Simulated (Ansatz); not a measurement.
## Random alloy of the bcc Mo-W line, x = 0.8704 (54 atoms): geometry optimisation

Wanted: the relaxed structure of random alloy of the bcc Mo-W line, x = 0.8704 (54 atoms) and its electronic structure.

Calculated with Ansatz 0.2.0; Kohn-Sham DFT, PBE, PAW (set soft_2), plane waves.

### 1. Starting point

The cell holds 54 atoms: 47 W and 7 Mo. Its edges and angles: a = 9.546 Å, b = 9.546 Å, c = 9.546 Å, α = 90.0°, β = 90.0°, γ = 90.0°. It derives from Mo (bcc Mo-W) and W, repeated 3×3×3. Bcc Mo-W: 54 atoms, 47 of 54 Mo sites given to W at random, cell and internal coordinates interpolated linearly between the end members (Vegard's rule); not relaxed, displaced by a Gaussian of 0.02 Å. Lattice constants are starting values near those of PBE.

Limits known from the start: The host structure and its lattice constant were typed by rule, without a check against the phase diagram. The levels lack spin–orbit coupling, which is large for the heavy elements here.

### 2. Single point at the start

A single point comes first, to see the forces before anything moves.

The input, input.yaml:

```yaml
crystal:
  lattice:
    - [9.54563, 0.0, 0.0]
    - [0.0, 9.54563, 0.0]
    - [0.0, 0.0, 9.54563]
  atoms:
    - { symbol: W, position: [0.0034, 0.99872, 0.99889] }
    - { symbol: W, position: [0.16442, 0.16848, 0.16184] }
    - { symbol: W, position: [0.00366, 0.99841, 0.334] }
    - { symbol: W, position: [0.16614, 0.16973, 0.49568] }
    - { symbol: Mo, position: [0.99932, 0.9992, 0.66904] }
    - { symbol: W, position: [0.16436, 0.16631, 0.83149] }
    - { symbol: W, position: [9.0e-05, 0.33455, 0.99769] }
    - { symbol: W, position: [0.16907, 0.50189, 0.16772] }
    - { symbol: W, position: [0.00189, 0.3319, 0.33308] }
    - { symbol: W, position: [0.16471, 0.49944, 0.50111] }
    - { symbol: Mo, position: [0.99855, 0.3325, 0.66523] }
    - { symbol: W, position: [0.1649, 0.49859, 0.83331] }
    - { symbol: W, position: [0.99766, 0.66716, 0.00348] }
    - { symbol: W, position: [0.16822, 0.83293, 0.16481] }
    - { symbol: W, position: [0.99843, 0.67021, 0.33344] }
    - { symbol: W, position: [0.16533, 0.83373, 0.5044] }
    - { symbol: Mo, position: [0.00025, 0.66796, 0.6673] }
    - { symbol: W, position: [0.16593, 0.83094, 0.8326] }
    - { symbol: W, position: [0.3329, 0.00123, 0.00176] }
    - { symbol: W, position: [0.50195, 0.16727, 0.16852] }
    - { symbol: Mo, position: [0.33175, 0.00263, 0.33441] }
    - { symbol: W, position: [0.49938, 0.16769, 0.49984] }
    - { symbol: W, position: [0.3357, 0.00318, 0.67125] }
    - { symbol: W, position: [0.49707, 0.16364, 0.83228] }
    - { symbol: W, position: [0.33367, 0.33517, 0.00066] }
    - { symbol: W, position: [0.49576, 0.49936, 0.1684] }
    - { symbol: W, position: [0.33382, 0.33493, 0.33287] }
    - { symbol: W, position: [0.49958, 0.50039, 0.50086] }
    - { symbol: W, position: [0.33375, 0.33358, 0.66526] }
    - { symbol: W, position: [0.50079, 0.50026, 0.8357] }
    - { symbol: W, position: [0.33585, 0.66705, 0.99921] }
    - { symbol: W, position: [0.49866, 0.83422, 0.16683] }
    - { symbol: W, position: [0.33261, 0.66676, 0.33203] }
    - { symbol: Mo, position: [0.50146, 0.8324, 0.50257] }
    - { symbol: Mo, position: [0.33418, 0.66791, 0.66437] }
    - { symbol: W, position: [0.50035, 0.83488, 0.83134] }
    - { symbol: W, position: [0.66611, 7.0e-05, 0.99712] }
    - { symbol: W, position: [0.83399, 0.16844, 0.16487] }
    - { symbol: W, position: [0.6674, 0.99725, 0.33325] }
    - { symbol: W, position: [0.82995, 0.16902, 0.50086] }
    - { symbol: Mo, position: [0.66662, 0.99838, 0.66934] }
    - { symbol: W, position: [0.83745, 0.16277, 0.83592] }
    - { symbol: W, position: [0.67008, 0.33404, 0.99749] }
    - { symbol: W, position: [0.83514, 0.49962, 0.1654] }
    - { symbol: W, position: [0.66409, 0.33449, 0.33499] }
    - { symbol: W, position: [0.83203, 0.50109, 0.4976] }
    - { symbol: W, position: [0.66835, 0.33343, 0.66628] }
    - { symbol: W, position: [0.83312, 0.50182, 0.83491] }
    - { symbol: W, position: [0.66778, 0.66696, 0.00016] }
    - { symbol: W, position: [0.83463, 0.83382, 0.1681] }
    - { symbol: W, position: [0.66602, 0.66157, 0.33551] }
    - { symbol: W, position: [0.83792, 0.83426, 0.49979] }
    - { symbol: W, position: [0.66638, 0.66642, 0.6667] }
    - { symbol: W, position: [0.83098, 0.83225, 0.83124] }
kpoints:
  mp_grid: { grid: [2, 2, 2] }
hamiltonian:
  xc: pbe
scf:
  occupations: { method: fermi_dirac, width: 0.1 }
output:
  forces: true
```

Command:

```
ansatz run input.yaml --threads 6 --pin off --max-ram 76800MiB --backend cuda --events-out ev --progress --plain --runs-dir out
```

Numbers of over 12 decimals in the logs are rounded to 6 here.

The program printed:

```text
Engine: ansatz 0.2.0, x86_64-unknown-linux-gnu
Pseudopotentials: kind: paw
Pseudopotential: W, paw, valence charge 14, recommended cutoff 420 eV (normal), W.paw.azcp
Pseudopotential: Mo, paw, valence charge 14, recommended cutoff 420 eV (normal), Mo.paw.azcp
[... 5 lines on functional and potentials left out ...]
concurrent solve slots: 4 of 6 are kept, ahead of what memory takes: no pass of the eigensolver takes more rounds on 4
device memory: the entry about to start is reckoned to put 12.8 GiB on a device that reports 69.7 GiB free
GPU FFT provider: cuFFT
GPU libraries: cuBLAS 13.8.2, cuFFT 12.4.0, cuSOLVER 12.3.4
Crystal: 54 atoms, lattice volume = 869.789 Å³
Basis set: ecut = 420 eV, 17071 PW (Γ), exchange–correlation on 128×128×128 points (8 copies of the dense FFT grid, shifted against one another)
Bands: 454, of which v1, the nominal top of the filled ones, is band 378 counted from 1 (377 counted from 0)
Symmetry: 1 space group operations
Space group: P1 (ITA 1), of the structure as read, at distance tolerance 9.5e-5 Å
k-points: 8
[... 5 lines on functional and potentials left out ...]
Initial density: superposition of atomic densities (neutral atoms: chi_scale 0, normalization atom), corrected by the library's trained network
Initial wavefunctions: pseudopotential atomic-orbital guess
GPU buffer pool allocated for 262144 grid points (all kernels)
GPU transforms: local potential and band sums: pruned to the plane-wave sphere, on 64×64×64
Functional: x = pbe(κ = 0.804, μ = 0.219515), c = pbe(β = 0.066725)
SCF iter   1: F=—  HF=-522779.545049 eV  |F-HF|=—  |Δ(HF+E_count)|=         —  Δρ=2.65e-3  dr2=1.92e-1  ethr=1.77e-3  ⟨swp⟩=4.1  Hψ=13330  notcnv=0
preconditioner: auto → Kerker (q_TF=auto, 2.665 Å⁻¹)  [metal: Δε(μ)=0.011 eV  Ē_g=4.949 eV  σ=0.100 eV  W_gap=0.03  n_scr=256 (ndim 8)  ℏωp=22.7 eV  f_vac=0.000  D(μ)=22.05/eV (n_scr^D=146)]
SCF iter   2: F=—  HF=-522779.531386 eV  |F-HF|=—  |Δ(HF+E_count)|=   1.37e-2  Δρ=1.49e-3  dr2=6.69e-2  ethr=2.54e-5  ⟨swp⟩=1.0  Hψ=4184  notcnv=0
SCF iter   3: F=—  HF=-522779.532314 eV  |F-HF|=—  |Δ(HF+E_count)|=   9.28e-4  Δρ=1.78e-4  dr2=7.83e-4  ethr=8.85e-6  ⟨swp⟩=2.0  Hψ=3840  notcnv=0
SCF iter   4: F=—  HF=-522779.527851 eV  |F-HF|=—  |Δ(HF+E_count)|=   4.46e-3  Δρ=4.28e-5  dr2=1.36e-4  ethr=1.04e-7  ⟨swp⟩=2.0  Hψ=4880  notcnv=0
SCF iter   5: F=—  HF=-522779.527844 eV  |F-HF|=—  |Δ(HF+E_count)|=   7.02e-6  Δρ=1.46e-5  dr2=3.66e-6  ethr=1.80e-8  ⟨swp⟩=2.0  Hψ=3822  notcnv=0
SCF iter   6: F=—  HF=-522779.534094 eV  |F-HF|=—  |Δ(HF+E_count)|=   6.25e-3  Δρ=3.15e-6  dr2=1.60e-7  ethr=4.84e-10  ⟨swp⟩=2.4  Hψ=6131  notcnv=0
SCF iter   7: F=-522779.534094 eV  HF=-522779.534094 eV  |F-HF|=1.16e-9  |Δ(HF+E_count)|=   1.45e-8  Δρ=4.45e-7  dr2=2.10e-9  ethr=1.32e-11  ⟨swp⟩=3.8  Hψ=10053  notcnv=0
SCF 1 converged in 7 iterations: F = -522779.534094 eV  dr2 = 2.10e-9
  greatest PAW one-centre occupation: 1.000 electrons in one spin orbital (limit 2), on the W atom at site 15 (counted from 0), in its partial waves of l = 0
SCF converged after 7 iterations
Free energy (F): -522779.534094 eV
Harris-Foulkes:  -522779.534094 eV  (|F-HF|=1.16e-9)
Internal energy: -522778.782766 eV  (E = F + TS)
E sigma→0 (E₀):  -522779.158430 eV
Entropy (-TS):   -0.751328 eV (-13.913 meV/atom)
Fermi energy:    21.976834 eV
--- Per-component energies (eV) ---
  E_band       = -4534.419969
  E_kinetic    = 24208.125356
  E_local      = -34333.553599  (includes V_loc(G=0)·N_el)
  E_nonlocal   = 1012.050737
  E_hartree    = 12135.764366
  E_xc         = -13824.446437
  E_vxc        = -12818.156778  (∫ρ·V_xc dr)
  E_paw        = -424840.252547  (= ΣΔE_a)
  E_vpaw       = -6874.411342  (= ΣTr[D̂ρ^β])
  E_aug_tail   = -0.002644  (compensation charges beyond the density's cutoff)
  E_ewald      = -87136.467999
  E_smearing   = -0.751328  (= −TS)
  E_closure    = -0.000000  (closes the sum)
  Σ components = -522779.534094   (vs F -522779.534094, Δ=0.00e0)
--- Forces (eV/Å), atoms counted from 1 ---
  atom   1  W     -0.54417047     0.04249647     0.21068054
  atom   2  W      0.50853573    -0.20213805     0.60153720
  atom   3  W     -0.56987570     0.46206327    -0.08819748
  atom   4  W      0.06337744    -0.55822149     0.60085086
  atom   5  Mo     0.18456739     0.17549134    -0.41389700
  atom   6  W      0.38540740     0.11522490     0.00931870
  atom   7  W      0.14502935    -0.06609154     0.26911075
  atom   8  W     -0.51621766    -0.14785113    -0.13471809
  atom   9  W     -0.43697370     0.36963238    -0.18778436
  atom  10  W      0.19934305     0.28433922    -0.10993166
  atom  11  Mo     0.15819183     0.19507724     0.14415942
  atom  12  W      0.25718741     0.28418958    -0.09459567
  atom  13  W      0.55126130    -0.04206574    -0.61278872
  atom  14  W     -0.06352737     0.19008548     0.38958005
[...]
atom  53  W      0.12883343     0.01275515    -0.02479413
  atom  54  W      0.33963784     0.08784769     0.36380330
  max |Σ_I F_I| component: 8.37e-7 eV/Å
```

Wall time 3 s (1 × NVIDIA H100 80GB HBM3 with 6 threads of AMD EPYC 7R13 (Zen 3), shared host); peak memory 1.2 GiB.

The column dr2 measures how far the density is from self-consistency, as an energy; F and HF (Harris–Foulkes) agree once it is small.

That memory is the host's; the program planned up to 12.8 GiB on the GPU.

The run gave:

```yaml
free_energy: -522779.5341 eV
free_energy_per_atom: -9681.1025 eV/atom
scf_cycles: 7
r_m_s_force_component: 0.3399 eV/Å
longest_force: 1.12 eV/Å
fermi_energy: 21.98 eV
```

The r.m.s. force component of 0.34 eV/Å sets the starting point.

Length of the force by element:

| element | coordination | atoms | mean length of the force (eV/Å) | spread | least | most |
| --- | --- | --- | --- | --- | --- | --- |
| Mo | all | 7 | 0.447 | 0.110 | 0.290 | 0.661 |
| W | all | 47 | 0.556 | 0.240 | 0.132 | 1.12 |

### 3. Cell and atoms relaxed

The cell is relaxed with the atoms, since the starting lattice needn't suit this functional.

Edit input.yaml of step 2 so:

```diff
@@ -15 +15,5 @@
   forces: true
+relax:
+  f_tol: 0.04
+  max_steps: 150
+  cell: {}
```

The program printed:

```text
[...]
GPU FFT provider: cuFFT
GPU libraries: cuBLAS 13.8.2, cuFFT 12.4.0, cuSOLVER 12.3.4
Crystal: 54 atoms, lattice volume = 869.789 Å³
Basis set: ecut = 420 eV, 17071 PW (Γ), exchange–correlation on 128×128×128 points (8 copies of the dense FFT grid, shifted against one another)
Bands: 454, of which v1, the nominal top of the filled ones, is band 378 counted from 1 (377 counted from 0)
Symmetry: 1 space group operations
[...]
k-points: 8
[...]
GPU buffer pool allocated for 262144 grid points (all kernels)
[...]
SCF iter   1: F=—  HF=-522779.545051 eV  |F-HF|=—  |Δ(HF+E_count)|=         —  Δρ=2.65e-3  dr2=1.92e-1  ethr=1.77e-3  ⟨swp⟩=4.1  Hψ=13330  notcnv=0
[...]
SCF iter   7: F=-522779.534094 eV  HF=-522779.534094 eV  |F-HF|=1.11e-9  |Δ(HF+E_count)|=   1.46e-8  Δρ=4.44e-7  dr2=2.10e-9  ethr=1.32e-11  ⟨swp⟩=3.8  Hψ=10049  notcnv=0
SCF 1 converged in 7 iterations: F = -522779.534094 eV  dr2 = 2.10e-9
[...]
relax step   1: F+E_penalty+E_count = -522779.53409391 eV  Δ(F+E_penalty+E_count) = +0.000e0 eV  max|allowed force component| = 9.394e-1 eV/Å  Δτ_max = 0.0000 Å  P = -0.232 GPa  Ω = 869.789 Å³  (7 SCF iters, dr2 threshold 1.00e-7 eV, accepted)
[...]
relax step   2: F+E_penalty+E_count = -522778.01769374 eV  Δ(F+E_penalty+E_count) = +1.516e0 eV  max|allowed force component| = 1.947e0 eV/Å  Δτ_max = 0.1962 Å  P = +3.526 GPa  Ω = 860.663 Å³  energy of the carried Pulay correction = +4.097e-3 eV  (6 SCF iters, dr2 threshold 5.40e-6 eV, rejected (line search))
[...]
relax step   3: F+E_penalty+E_count = -522780.00633666 eV  Δ(F+E_penalty+E_count) = -4.722e-1 eV  max|allowed force component| = 5.165e-2 eV/Å  Δτ_max = 0.0596 Å  P = +0.248 GPa  Ω = 867.587 Å³  energy of the carried Pulay correction = +9.845e-4 eV  (9 SCF iters, accepted)
[...]
relax step   4: F+E_penalty+E_count = -522780.00724563 eV  Δ(F+E_penalty+E_count) = -9.090e-4 eV  max|allowed force component| = 1.125e-3 eV/Å  Δτ_max = 0.0041 Å  P = -0.000 GPa  Ω = 868.310 Å³  energy of the carried Pulay correction = +6.611e-4 eV  (6 SCF iters, dr2 threshold 2.17e-7 eV, accepted)
[...]
relax step   5: F+E_penalty+E_count = -522780.00616065 eV  Δ(F+E_penalty+E_count) = +1.085e-3 eV  max|allowed force component| = 1.124e-3 eV/Å  Δτ_max = 0.0000 Å  P = -0.000 GPa  Ω = 868.310 Å³  stress off target by 2.24e-2 GPa  SCF on the basis re-selected at this cell (its energy is not comparable with the rows above)  (7 SCF iters)
basis re-selected at this cell: Δ(F+E_penalty+E_count) = +1.085e-3 eV, ΔP = +0.000 GPa vs the last step (what re-selecting the basis moved, of the pressure what is left beyond the Pulay correction that the steps carried, after the strain that the cell walked since its last selection, [...]
SCF converged after 7 iterations
Free energy (F): -522780.006161 eV
[...]
Internal energy: -522779.265313 eV  (E = F + TS)
E sigma→0 (E₀):  -522779.635737 eV
Entropy (-TS):   -0.740847 eV (-13.719 meV/atom)
Fermi energy:    22.024199 eV
[...]
--- Forces (eV/Å), atoms counted from 1 ---
  atom   1  W      0.00023918    -0.00001548    -0.00047874
  atom   2  W      0.00024507    -0.00038234     0.00061669
  atom   3  W      0.00025843    -0.00002416     0.00018619
  atom   4  W      0.00008699     0.00005821     0.00058951
  atom   5  Mo    -0.00008880    -0.00068410    -0.00058308
  atom   6  W      0.00052830    -0.00022748     0.00044682
  atom   7  W     -0.00042933    -0.00010275    -0.00033241
  atom   8  W      0.00035855     0.00016240    -0.00000253
  atom   9  W     -0.00004411     0.00002830     0.00000547
  atom  10  W      0.00043046    -0.00007178    -0.00015844
  atom  11  Mo    -0.00045160    -0.00071469     0.00010070
  atom  12  W      0.00066901     0.00049977    -0.00002995
  atom  13  W      0.00008402    -0.00049602     0.00037709
  atom  14  W     -0.00001574     0.00025390    -0.00004788
[...]
atom  53  W     -0.00048619     0.00031457     0.00001733
  atom  54  W     -0.00000202     0.00039848    -0.00077744
  max |Σ_I F_I| component: 1.96e-7 eV/Å
--- Stress (GPa, compression-positive) ---
        0.009909      -0.018636      -0.000201
       -0.018636      -0.005560      -0.001316
       -0.000201      -0.001316      -0.004656
  P = ⅓ Tr σ = -0.0001 GPa (-0.001 kbar)
--- Band table (eV; the first three rows and the last of 8) ---
[...]
--- Relaxed structure (4 steps of the walk, 3 accepted, 1 SCFs on fresh bases) ---
  F+E_penalty+E_count = -522780.00616065 eV   max|allowed force component| = 1.124e-3 eV/Å   (the final SCF, on the basis selected at the relaxed cell)
  cell:  # Å, volume = 868.3096 Å³
    - [9.539582, 0.000693036, -2.8948871599043666e-5]
    - [0.000693036, 9.539901, 1.6921651293538682e-5]
    - [-2.8948871599043666e-5, 1.6921651293538682e-5, 9.541164]
  atoms:
    - { symbol: W, position: [0.000103984, 1.000139, 0.999815] }
    - { symbol: W, position: [0.166895, 0.166685, 0.166869] }
    - { symbol: W, position: [0.000100773, 1.000163, 0.333673] }
    - { symbol: W, position: [0.166685, 0.166675, 0.500172] }
[...]
- { symbol: W, position: [0.833451, 0.833688, 0.832955] }
```

It took 12 s on 1 × NVIDIA H100 80GB HBM3 with 6 threads; peak memory 1.3 GiB.

That memory is the host's; the program planned up to 12.8 GiB on the GPU.

The program notes that the band table was not solved further than the SCF left it.

Step by step:

| step | energy less that of the first step (eV) | largest force component (eV/Å) | pressure (GPa) | volume (Å³) |
| --- | --- | --- | --- | --- |
| 1 | 0.0000 | 0.9394 | -0.23 | 869.79 |
| 2 | 1.5164 | 1.9475 | 3.53 | 860.66 |
| 3 | -0.4722 | 0.0517 | 0.25 | 867.59 |
| 4 | -0.4732 | 0.0011 | 0.00 | 868.31 |
| 5* | -0.4721 | 0.0011 | 0.00 | 868.31 |

Relaxation steps marked * repeat the geometry before them on a plane-wave basis chosen anew for their cell, so energy and pressure can jump there. Relaxation step 2 was tried and not accepted.

| cell as run | before | after | change |
| --- | --- | --- | --- |
| a (Å) | 9.546 | 9.540 | -0.1 % |
| b (Å) | 9.546 | 9.540 | -0.1 % |
| c (Å) | 9.546 | 9.541 | -0.0 % |
| volume (Å³/atom) | 16.11 | 16.08 | -0.2 % |

The atoms that moved most (Å, as changes of fractional coordinates times the final cell):

| atom | dx | dy | dz | length |
| --- | --- | --- | --- | --- |
| W42 | -0.038 | 0.037 | -0.028 | 0.060 |
| W23 | -0.022 | -0.030 | -0.045 | 0.059 |
| W2 | 0.024 | -0.017 | 0.048 | 0.056 |
| W51 | 0.006 | 0.053 | -0.016 | 0.056 |
| W4 | 0.005 | -0.029 | 0.043 | 0.052 |
| W26 | 0.041 | 0.009 | -0.015 | 0.045 |
| W52 | -0.042 | -0.006 | 0.006 | 0.043 |
| W13 | 0.024 | -0.002 | -0.035 | 0.042 |

The relaxation changed the energy by -8.74 meV/atom, and atoms moved by 0.031 Å r.m.s., 0.06 Å at most.

### 4. Structure statistics after relaxation

Density 17.8 g/cm³, 16.08 Å³ an atom.

Pair distribution functions g(r), in bins of 0.1 Å:

| r (Å) | total | W-W | W-Mo | Mo-Mo |
| --- | --- | --- | --- | --- |
| 2.65 | 0.00 | 0.00 | 0.00 | 0.00 |
| 2.75 | 13.30 | 13.20 | 13.70 | 11.00 |
| 2.85 | 0.00 | 0.00 | 0.00 | 0.00 |
| 2.95 | 0.00 | 0.00 | 0.00 | 0.00 |
| 3.05 | 0.00 | 0.00 | 0.00 | 0.00 |
| 3.15 | 7.62 | 7.76 | 6.67 | 14.00 |
| 3.25 | 0.00 | 0.00 | 0.00 | 0.00 |
| 3.35 | 0.00 | 0.00 | 0.00 | 0.00 |
| 3.45 | 0.00 | 0.00 | 0.00 | 0.00 |
| 3.55 | 0.00 | 0.00 | 0.00 | 0.00 |
| 3.65 | 0.00 | 0.00 | 0.00 | 0.00 |
| 3.75 | 0.00 | 0.00 | 0.00 | 0.00 |
| 3.85 | 0.00 | 0.00 | 0.00 | 0.00 |
| 3.95 | 0.00 | 0.00 | 0.00 | 0.00 |
| 4.05 | 0.00 | 0.00 | 0.00 | 0.00 |
| 4.15 | 0.00 | 0.00 | 0.00 | 0.00 |
| 4.25 | 0.00 | 0.00 | 0.00 | 0.00 |
| 4.35 | 0.00 | 0.00 | 0.00 | 0.00 |
| 4.45 | 6.30 | 6.03 | 6.82 | 11.30 |
| 4.55 | 1.34 | 1.68 | 0.31 | 0.00 |
| 4.65 | 0.00 | 0.00 | 0.00 | 0.00 |
| 4.75 | 0.00 | 0.00 | 0.00 | 0.00 |
| 4.85 | 0.00 | 0.00 | 0.00 | 0.00 |
| 4.95 | 0.00 | 0.00 | 0.00 | 0.00 |
| 5.05 | 0.00 | 0.00 | 0.00 | 0.00 |
| 5.15 | 0.00 | 0.00 | 0.00 | 0.00 |
| 5.25 | 11.00 | 10.90 | 12.10 | 4.05 |
| 5.35 | 0.00 | 0.00 | 0.00 | 0.00 |
| 5.45 | 0.00 | 0.00 | 0.00 | 0.00 |
| 5.55 | 3.35 | 3.32 | 3.58 | 1.85 |
| 5.65 | 0.00 | 0.00 | 0.00 | 0.00 |
| 5.75 | 0.00 | 0.00 | 0.00 | 0.00 |
| 5.85 | 0.00 | 0.00 | 0.00 | 0.00 |
| 5.95 | 0.00 | 0.00 | 0.00 | 0.00 |
| 6.05 | 0.00 | 0.00 | 0.00 | 0.00 |
| 6.15 | 0.00 | 0.00 | 0.00 | 0.00 |
| 6.25 | 0.00 | 0.00 | 0.00 | 0.00 |
| 6.35 | 1.89 | 1.92 | 1.65 | 3.47 |
| 6.45 | 0.00 | 0.00 | 0.00 | 0.00 |
| 6.55 | 0.00 | 0.00 | 0.00 | 0.00 |
| 6.65 | 0.00 | 0.00 | 0.00 | 0.00 |
| 6.75 | 0.00 | 0.00 | 0.00 | 0.00 |
| 6.85 | 0.00 | 0.00 | 0.00 | 0.00 |
| 6.95 | 6.40 | 6.31 | 7.01 | 2.35 |

[end of part 1 of 2]

[Logs are printed without paths, hosts, clocks, repeated set-up lines and the standing remarks that a program may print on its own settings, such as how far it seeks lower states.]

[Hosts, paths, dates, database ids (printed as entryN), source tags and the programs' standing remarks are cut or masked in the printed files.]
